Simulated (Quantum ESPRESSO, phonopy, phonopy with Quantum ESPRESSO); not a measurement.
# Grüneisen parameters and expansion of GaP (F-43m), part 2 of 2

Aim: how the vibrations of GaP shift with volume, and the expansion that follows.

Measurements to reproduce:
- volume expansion coefficient 15.9 1e-6/K, heat capacity C_P per formula unit 44.2 J/mol/K and bulk modulus 88.7 GPa near room temperature (given in “High-Throughput Prediction of Finite-Temperature Properties using the Quasi-Harmonic Approximation”, 2016, arXiv:1603.06924)

Quantum ESPRESSO 7.5; DFT PBE, scalar-relativistic, plane waves, GBRV ultrasoft pseudopotentials.

So far. Step 13 (Self-consistent run, V/V0 0.985): The run ends at a pressure of 1.26 GPa. Step 14 (Born charges and dielectric tensor): The Born charges sum to zero within 0.10 e; the rest is removed before use. Acoustic frequencies in this log differ from zero by the error of the sum rule, which ph.x does not impose.

## Step 16: Lattice dynamics at this volume, V/V0 0.985

This step: DFT PBE, scalar-relativistic, plane waves, GBRV ultrasoft pseudopotentials (phonopy with Quantum ESPRESSO 4.10.0 / 7.5).

Run time: 3.9 min. Hardware: 8 threads of Arm Neoverse V1, shared host.

No mode is imaginary beyond numerical noise along the path. The highest zone-centre mode (no LO–TO term) moved by +1.8 % for a volume change of -1.5 %.

The time given is that of the 2 pw.x runs on displaced cells behind this step.

## Step 17: Self-consistent run, V/V0 1.03

This step: DFT PBE, scalar-relativistic, plane waves, GBRV ultrasoft pseudopotentials (Quantum ESPRESSO 7.5).

System of this step: GaP. It takes space group F-43m (No. 216, cubic). The conventional cell has a = 5.549 Å, b = 5.549 Å, c = 5.549 Å, α = 90.00°, β = 90.00°, γ = 90.00°. Nearest to Ga lie 4 P at 2.40 Å. Nearest to P lie 4 Ga at 2.40 Å. Farther neighbours are not listed.

scf.in reads:

```
 &control
    calculation='scf',
    prefix='x',
    outdir='./tmp',
    pseudo_dir='./pseudo',
    tprnfor=.true.,
    tstress=.true.,
 /
 &system
    ibrav=0,
    nat=2,
    ntyp=2,
    ecutwfc=45.0,
    ecutrho=270.0,
    occupations='fixed',
    nbnd=14,
 /
 &electrons
    conv_thr=1.0d-12,
    mixing_beta=0.7,
    electron_maxstep=100,
 /
ATOMIC_SPECIES
 Ga     69.7230  Ga.upf
 P      30.9738  P.upf
CELL_PARAMETERS angstrom
     0.000000000    2.774678229    2.774678229
     2.774678229    0.000000000    2.774678229
     2.774678229    2.774678229    0.000000000
ATOMIC_POSITIONS crystal
 Ga     0.000000000   0.000000000   0.000000000
 P      0.250000000   0.250000000   0.250000000
K_POINTS automatic
 8 8 8 0 0 0
```

Started as:

```
OMP_NUM_THREADS=1 mpirun -n 8 pw.x -nk 8 -in scf.in > scf.out
```

It took 4.1 s on 8 MPI ranks.

The run ends at a pressure of -2.13 GPa.

## Step 18: Born charges and dielectric tensor

ph.in reads:

```
phonons
 &inputph
    prefix='x',
    outdir='./tmp',
    fildyn='x.dyn',
    tr2_ph=1.0d-18,
    epsil=.true.,
 /
0.000000000 0.000000000 0.000000000
```

scf.in is that of step 17.

Started as:

```
OMP_NUM_THREADS=1 mpirun -n 8 ph.x -nk 8 -in ph.in > ph.out
```

Run time: 69 s. Hardware: 8 MPI ranks.

The Born charges sum to zero within 0.11 e; the rest is removed before use. Acoustic frequencies in this log differ from zero by the error of the sum rule, which ph.x does not impose.

## Step 19: Forces on a displaced cell

System of this step: GaP. Symmetry: Cm, No. 8, monoclinic system. Conventional cell: a = 13.593 Å, b = 7.848 Å, c = 7.848 Å, α = 90.00°, β = 125.26°, γ = 90.00°. Nearest to Ga lie 4 P at 2.39 to 2.42 Å. Nearest to Ga lie 4 P at 2.40 Å. Ga has 4 P at 2.40 Å nearest. Nearest to Ga lie 4 P at 2.40 Å. Farther neighbours are not listed.

disp-00001.in reads:

```
 &control
    calculation='scf',
    prefix='x',
    outdir='./tmp',
    pseudo_dir='./pseudo',
    tprnfor=.true.,
    disk_io='none',
 /
 &system
    ibrav=0,
    nat=16,
    ntyp=2,
    ecutwfc=45.0,
    ecutrho=270.0,
    occupations='fixed',
    nbnd=98,
 /
 &electrons
    conv_thr=1.0d-11,
    mixing_beta=0.7,
    electron_maxstep=100,
 /
ATOMIC_SPECIES
 Ga     69.7230  Ga.upf
 P      30.9738  P.upf
CELL_PARAMETERS angstrom
     0.000000000    5.549356457    5.549356457
     5.549356457    0.000000000    5.549356457
     5.549356457    5.549356457    0.000000000
ATOMIC_POSITIONS crystal
 Ga     0.002548428   0.000000000   0.000000000
 Ga     0.500000000   0.000000000   0.000000000
 Ga     0.000000000   0.500000000   0.000000000
 Ga     0.500000000   0.500000000   0.000000000
 Ga     0.000000000   0.000000000   0.500000000
 Ga     0.500000000   0.000000000   0.500000000
 Ga     0.000000000   0.500000000   0.500000000
 Ga     0.500000000   0.500000000   0.500000000
 P      0.125000000   0.125000000   0.125000000
 P      0.625000000   0.125000000   0.125000000
 P      0.125000000   0.625000000   0.125000000
 P      0.625000000   0.625000000   0.125000000
 P      0.125000000   0.125000000   0.625000000
 P      0.625000000   0.125000000   0.625000000
 P      0.125000000   0.625000000   0.625000000
 P      0.625000000   0.625000000   0.625000000
K_POINTS automatic
 3 3 3 0 0 0
```

Started as:

```
OMP_NUM_THREADS=1 mpirun -n 4 pw.x -nk 4 -in disp-00001.in > disp-00001.out
```

The job ended after 4 min (4 MPI ranks; 16 min of CPU time).

## Step 20: Phonons, V/V0 1.03

This step: DFT PBE, scalar-relativistic, plane waves, GBRV ultrasoft pseudopotentials (phonopy with Quantum ESPRESSO 4.10.0 / 7.5).

It took 4.3 min on 8 threads.

No mode is imaginary beyond numerical noise along the path. The highest zone-centre mode (no LO–TO term) moved by -3.6 % for a volume change of +3.0 %.

The time given is that of the 2 pw.x runs on displaced cells behind this step.

## Step 21: Self-consistent run, V/V0 0.97

This step: DFT PBE, scalar-relativistic, plane waves, GBRV ultrasoft pseudopotentials (Quantum ESPRESSO 7.5).

System of this step: GaP. The structure is cubic, space group F-43m (No. 216). Conventional cell: a = 5.439 Å, b = 5.439 Å, c = 5.439 Å, α = 90.00°, β = 90.00°, γ = 90.00°. Nearest to Ga lie 4 P at 2.36 Å. Nearest to P lie 4 Ga at 2.36 Å. Farther neighbours are not listed.

scf.in, as its differences from that of step 18:

```diff
@@ -26,5 +26,5 @@
 CELL_PARAMETERS angstrom
-     0.000000000    2.774678229    2.774678229
-     2.774678229    0.000000000    2.774678229
-     2.774678229    2.774678229    0.000000000
+     0.000000000    2.719719591    2.719719591
+     2.719719591    0.000000000    2.719719591
+     2.719719591    2.719719591    0.000000000
 ATOMIC_POSITIONS crystal
```

Started as:

```
OMP_NUM_THREADS=1 mpirun -n 8 pw.x -nk 8 -in scf.in > scf.out
```

Elapsed: 4 s, on 8 MPI ranks.

The run ends at a pressure of 2.60 GPa.

## Step 22: Born charges and dielectric tensor

ph.in is that of step 18.

scf.in is that of step 21.

Started as:

```
OMP_NUM_THREADS=1 mpirun -n 8 ph.x -nk 8 -in ph.in > ph.out
```

Elapsed: 67 s, on 8 MPI ranks.

The Born charges sum to zero within 0.100 e; the rest is removed before use. Acoustic frequencies in this log differ from zero by the error of the sum rule, which ph.x does not impose.

## Step 23: Forces on a displaced cell

System of this step: GaP. It takes space group Cm (No. 8, monoclinic). The conventional cell has a = 13.324 Å, b = 7.693 Å, c = 7.693 Å, α = 90.00°, β = 125.26°, γ = 90.00°. Nearest to Ga lie 4 P at 2.34 to 2.37 Å. Nearest to Ga lie 4 P at 2.36 Å. Ga has 4 P at 2.36 Å nearest. Nearest to Ga lie 4 P at 2.36 Å. Farther neighbours are not listed.

disp-00001.in, as its differences from that of step 19:

```diff
@@ -26,7 +26,7 @@
 CELL_PARAMETERS angstrom
-     0.000000000    5.549356457    5.549356457
-     5.549356457    0.000000000    5.549356457
-     5.549356457    5.549356457    0.000000000
+     0.000000000    5.439439183    5.439439183
+     5.439439183    0.000000000    5.439439183
+     5.439439183    5.439439183    0.000000000
 ATOMIC_POSITIONS crystal
- Ga     0.002548428   0.000000000   0.000000000
+ Ga     0.002599925   0.000000000   0.000000000
  Ga     0.500000000   0.000000000   0.000000000
```

Started as:

```
OMP_NUM_THREADS=1 mpirun -n 4 pw.x -nk 4 -in disp-00001.in > disp-00001.out
```

Elapsed: 3.9 min, on 4 MPI ranks.

## Step 24: Phonons, V/V0 0.97

This step: DFT PBE, scalar-relativistic, plane waves, GBRV ultrasoft pseudopotentials (phonopy with Quantum ESPRESSO 4.10.0 / 7.5).

The job ended after 3.9 min (8 threads).

No mode is imaginary beyond numerical noise along the path. The highest zone-centre mode (no LO–TO term) moved by +3.8 % for a volume change of -3.0 %.

The time given is that of the 2 pw.x runs on displaced cells behind this step.

## Step 25: Self-consistent run, V/V0 1.05

This step: DFT PBE, scalar-relativistic, plane waves, GBRV ultrasoft pseudopotentials (Quantum ESPRESSO 7.5).

System of this step: GaP. The structure is cubic, space group F-43m (No. 216). The conventional cell has a = 5.585 Å, b = 5.585 Å, c = 5.585 Å, α = 90.00°, β = 90.00°, γ = 90.00°. Ga has 4 P at 2.42 Å nearest. Nearest to P lie 4 Ga at 2.42 Å. Farther neighbours are not listed.

scf.in, as its differences from that of step 22:

```diff
@@ -26,5 +26,5 @@
 CELL_PARAMETERS angstrom
-     0.000000000    2.719719591    2.719719591
-     2.719719591    0.000000000    2.719719591
-     2.719719591    2.719719591    0.000000000
+     0.000000000    2.792522309    2.792522309
+     2.792522309    0.000000000    2.792522309
+     2.792522309    2.792522309    0.000000000
 ATOMIC_POSITIONS crystal
```

Started as:

```
OMP_NUM_THREADS=1 mpirun -n 8 pw.x -nk 8 -in scf.in > scf.out
```

Run time: 4.2 s. Hardware: 8 MPI ranks.

The run ends at a pressure of -3.39 GPa.

## Step 26: Born charges and dielectric tensor

ph.in is that of step 22.

scf.in is that of step 25.

Started as:

```
OMP_NUM_THREADS=1 mpirun -n 8 ph.x -nk 8 -in ph.in > ph.out
```

The job ended after 69 s (8 MPI ranks).

The Born charges sum to zero within 0.12 e; the rest is removed before use. Acoustic frequencies in this log differ from zero by the error of the sum rule, which ph.x does not impose.

## Step 27: A displaced supercell

System of this step: GaP. Symmetry: Cm, No. 8, monoclinic system. The conventional cell has a = 13.681 Å, b = 7.898 Å, c = 7.898 Å, α = 90.00°, β = 125.26°, γ = 90.00°. Nearest to Ga lie 4 P at 2.40 to 2.43 Å. Nearest to Ga lie 4 P at 2.42 Å. Nearest to Ga lie 4 P at 2.42 Å. Farther neighbours are not listed.

disp-00001.in, as its differences from that of step 23:

```diff
@@ -26,7 +26,7 @@
 CELL_PARAMETERS angstrom
-     0.000000000    5.439439183    5.439439183
-     5.439439183    0.000000000    5.439439183
-     5.439439183    5.439439183    0.000000000
+     0.000000000    5.585044618    5.585044618
+     5.585044618    0.000000000    5.585044618
+     5.585044618    5.585044618    0.000000000
 ATOMIC_POSITIONS crystal
- Ga     0.002599925   0.000000000   0.000000000
+ Ga     0.002532144   0.000000000   0.000000000
  Ga     0.500000000   0.000000000   0.000000000
```

Started as:

```
OMP_NUM_THREADS=1 mpirun -n 4 pw.x -nk 4 -in disp-00001.in > disp-00001.out
```

The job ended after 4.1 min (4 MPI ranks).

## Step 28: Phonons, V/V0 1.05

This step: DFT PBE, scalar-relativistic, plane waves, GBRV ultrasoft pseudopotentials (phonopy with Quantum ESPRESSO 4.10.0 / 7.5).

Wall time 4.1 min (8 threads); 33 min of CPU time.

No mode is imaginary beyond numerical noise along the path. The highest zone-centre mode (no LO–TO term) moved by -5.8 % for a volume change of +5.0 %.

The time given is that of the 2 pw.x runs on displaced cells behind this step.

## Step 29: How the modes move with volume

This step: DFT PBE, scalar-relativistic, plane waves, GBRV ultrasoft pseudopotentials (phonopy 4.10.0).

Numbers from this step:

```
share of modes with a negative Grüneisen parameter : 0.294
```

Mean Grüneisen, by row:

| T (K) | heat-capacity-weighted mean | root mean square |
| --- | --- | --- |
| 50 | -0.373 | 0.716 |
| 100 | 0.13 | 0.876 |
| 200 | 0.508 | 1.024 |
| 300 | 0.597 | 1.059 |
| 500 | 0.644 | 1.077 |
| 800 | 0.66 | 1.083 |

The mean mode Grueneisen parameter by wavenumber:

| wavenumber (cm⁻¹) | mean mode Grueneisen parameter |
| --- | --- |
| 6 | - |
| 19 | -0.859 |
| 44 | -0.574 |
| 57 | -0.753 |
| 82 | -0.721 |
| 95 | -0.592 |
| 108 | -0.332 |
| 133 | 0.116 |
| 146 | 0.0982 |
| 159 | 0.424 |
| 184 | 0.957 |
| 197 | 0.979 |
| 222 | 0.989 |
| 235 | 0.992 |
| 247 | 0.977 |
| 273 | - |
| 285 | - |
| 298 | - |
| 324 | - |
| 336 | 1.26 |
| 362 | 1.34 |
| 374 | 1.13 |

Volume series, by row:

| V/V0 | V (Å³/atom) | pressure (GPa) | E - E0 (meV/atom) | gap (eV) | zero-point energy (meV/atom) | lowest on the path (cm⁻¹) | highest at Gamma without the LO-TO term (cm⁻¹) |
| --- | --- | --- | --- | --- | --- | --- | --- |
| 0.97 | 20.12 | 2.596 | 6.799 | 1.636 | 46.05 | 0 | 360.5 |
| 0.985 | 20.43 | 1.263 | 2.143 | 1.646 | 45.32 | 0 | 353.8 |
| 1 | 20.74 | 0.036 | 0 | 1.6 | 44.62 | 0 | 347.4 |
| 1.015 | 21.05 | -1.093 | 0.183 | 1.503 | 43.91 | 0 | 341.1 |
| 1.03 | 21.36 | -2.131 | 2.414 | 1.385 | 43.23 | 0 | 335.1 |
| 1.05 | 21.78 | -3.387 | 8.432 | 1.231 | 42.34 | 0 | 327.2 |

Table of optical frequency at Gamma without the LO-TO term, mode 4 by V/V0:

| V/V0 | optical frequency at Gamma without the LO-TO term, mode 4 (cm⁻¹) |
| --- | --- |
| 0.9700 | 361 |
| 0.9850 | 354 |
| 1.0000 | 347 |
| 1.0150 | 341 |
| 1.0300 | 335 |
| 1.0500 | 327 |

Grüneisen at points, by row:

| point | branch | frequency (cm⁻¹) | mode Grüneisen parameter |
| --- | --- | --- | --- |
| Γ | 4 | 347.4 | 1.22 |
| Γ | 6 | 380.8 | 1.08 |
| X | 1 | 101.4 | -0.83 |
| X | 3 | 243.2 | 0.97 |
| X | 4 | 343.4 | 1.49 |
| X | 6 | 350.9 | 1.2 |
| U | 1 | 96.5 | -0.88 |
| U | 2 | 149.4 | -0.04 |
| U | 3 | 220.1 | 1.07 |
| U | 4 | 334.6 | 1.25 |
| U | 5 | 343.2 | 1.47 |
| U | 6 | 357.4 | 1.44 |
| K | 1 | 96.5 | -0.88 |
| K | 2 | 149.4 | -0.04 |
| K | 3 | 220.1 | 1.07 |
| K | 4 | 334.6 | 1.25 |
| K | 5 | 343.2 | 1.47 |
| K | 6 | 357.4 | 1.44 |
| L | 1 | 79.2 | -0.99 |
| L | 3 | 225.9 | 0.88 |
| L | 4 | 343.9 | 1.39 |
| L | 6 | 354.5 | 1.27 |
| W | 1 | 118.5 | -0.14 |
| W | 2 | 150.8 | -0.33 |
| W | 3 | 212.5 | 1.2 |
| W | 4 | 331 | 1.21 |
| W | 5 | 346.6 | 1.49 |
| W | 6 | 356.6 | 1.45 |

The printed pressures lie 0.45 GPa below −dE/dV of the same runs on average, in a series that spans 6.0 GPa: energy and stress disagree, as they do when the basis is incomplete, so the pressures are not converged.

## Step 30: Free-energy fit

This step gave:

| Item | Value |
| --- | --- |
| volume expansion coefficient at 300 K | 15.19 1e-6/K |
| isothermal bulk modulus at 300 K | 73.3 GPa |
| C_P at 300 K | 22.09 J/mol-atom/K |
| Grüneisen parameter at 300 K | 0.64 |

Table of energy (each curve on its own zero) by volume; values in meV/atom:

| volume (Å³/atom) | static | F at 0 K | F at 300 K | F at 900 K |
| --- | --- | --- | --- | --- |
| 20.117 | 6.8 | 8.6 | 9.27 | 12.9 |
| 20.428 | 2.14 | 3.22 | 3.67 | 6 |
| 20.740 | 0 | 0.37 | 0.58 | 1.51 |
| 21.051 | 0.18 | -0.14 | -0.21 | -0.77 |
| 21.362 | 2.41 | 1.4 | 1 | -1.12 |
| 21.777 | 8.43 | 6.53 | 5.66 | 1.4 |

Phonopy-qha, vinet fit of F(V) at each temperature; no electronic free energy. Qha vinet, by row:

| T (K) | fitted volume (Å³/atom) | alpha_V (1e-6/K) | B_T (GPa) | C_P (J/mol-atom/K) | Grueneisen |
| --- | --- | --- | --- | --- | --- |
| 100 | 20.97 | 2.43 | 75 | 11.42 | 0.201 |
| 150 | 20.98 | 7.61 | 74.65 | 16.22 | 0.4423 |
| 200 | 20.99 | 11.28 | 74.23 | 19.19 | 0.5524 |
| 250 | 21 | 13.64 | 73.78 | 20.98 | 0.6081 |
| 300 | 21.01 | 15.19 | 73.3 | 22.09 | 0.6399 |
| 350 | 21.03 | 16.27 | 72.81 | 22.83 | 0.6601 |
| 400 | 21.05 | 17.07 | 72.32 | 23.34 | 0.674 |
| 450 | 21.07 | 17.7 | 71.82 | 23.7 | 0.6842 |
| 500 | 21.09 | 18.21 | 71.31 | 23.98 | 0.6923 |
| 550 | 21.1 | 18.64 | 70.81 | 24.19 | 0.6988 |
| 600 | 21.12 | 19.02 | 70.3 | 24.35 | 0.7044 |
| 650 | 21.14 | 19.37 | 69.79 | 24.49 | 0.7093 |
| 700 | 21.17 | 19.69 | 69.28 | 24.61 | 0.7136 |
| 750 | 21.19 | 19.99 | 68.76 | 24.7 | 0.7177 |
| 800 | 21.21 | 20.28 | 68.25 | 24.79 | 0.7214 |
| 850 | 21.23 | 20.55 | 67.73 | 24.86 | 0.725 |

The volume expansion coefficient, phonopy-qha, Vinet by temperature:

| temperature (K) | volume expansion coefficient, phonopy-qha, Vinet (1e-6/K) |
| --- | --- |
| 75 | 0.02 |
| 100 | 2.43 |
| 125 | 5.15 |
| 150 | 7.61 |
| 175 | 9.65 |
| 225 | 12.6 |
| 250 | 13.6 |
| 275 | 14.5 |
| 300 | 15.2 |
| 325 | 15.8 |
| 350 | 16.3 |
| 375 | 16.7 |
| 400 | 17.1 |
| 425 | 17.4 |
| 450 | 17.7 |
| 500 | 18.2 |
| 525 | 18.4 |
| 550 | 18.6 |
| 575 | 18.8 |
| 600 | 19.0 |
| 625 | 19.2 |
| 650 | 19.4 |
| 675 | 19.5 |
| 700 | 19.7 |
| 725 | 19.8 |
| 775 | 20.1 |
| 800 | 20.3 |
| 825 | 20.4 |
| 850 | 20.6 |
| 875 | 20.7 |

The fit gives a volume expansion of 15.2 × 10⁻⁶/K at 300 K.

## Step 31: What came out

```json
{
  "volume expansion coefficient at 300 K": "15.19 1e-6/K",
  "isothermal bulk modulus at 300 K": "73.3 GPa",
  "C_P at 300 K": "22.09 J/mol-atom/K",
  "Grüneisen parameter at 300 K": "0.64",
  "mean mode Grüneisen parameter at 300 K": "0.597"
}
```

Near room temperature GaP expands by 15.2 × 10⁻⁶/K in volume by PBE, with C_P = 22.1 J/(mol K) per mole of atoms and B_T = 73.3 GPa. The q-mesh is coarse, and the expansion can converge slowly with it. C_P at room temperature is 89 % of the classical 3R an atom, so the stiffest modes are still partly frozen out. A measured volume expansion coefficient near room temperature is 15.9 1e-6/K (arXiv:1603.06924); the calculated 15.2 1e-6/K differs by -4 %. A measured bulk modulus near room temperature is 88.7 GPa (arXiv:1603.06924); the calculated 73.3 GPa differs by -17 %. The table does not say whether its value is isothermal or adiabatic. A measured heat capacity per formula unit near room temperature is 44.2 J/mol/K (arXiv:1603.06924); the calculated 44.2 J/mol/K agrees within half a per cent. The heat-capacity-weighted Grüneisen parameter goes from -0.373 at 50 K to 0.66 at 800 K; 29 % of the modes stiffen on expansion. Weighting γ by the density of states and each mode's heat capacity at 300 K, the lowest third of the frequency range (cuts at 130 and 260 cm⁻¹) pulls the cell inward, while the rest pushes it outward. Among the labelled points γ is largest for branch 4 at X (343 cm⁻¹, 1.5) and most negative for branch 1 at L (79.2 cm⁻¹, -0.99). The supercell is small: only its own wavevectors are exact, and branches between them are interpolated and can be misplaced. The printed pressures lie 0.45 GPa below −dE/dV of the same runs on average, in a series that spans 6.0 GPa: energy and stress disagree, as they do when the basis is incomplete, so the pressures are not converged.

[Logs are printed without paths, hosts, clocks, repeated set-up lines and the standing remarks that a program may print on its own settings, such as how far it seeks lower states.]

[Hosts, paths, dates, database ids (printed as entryN), source tags and the programs' standing remarks are cut or masked in the printed files.]

[A step with changed settings may run another functional than the one named; its input shows which.]

[Of the runs on displaced cells, only some may be shown.]
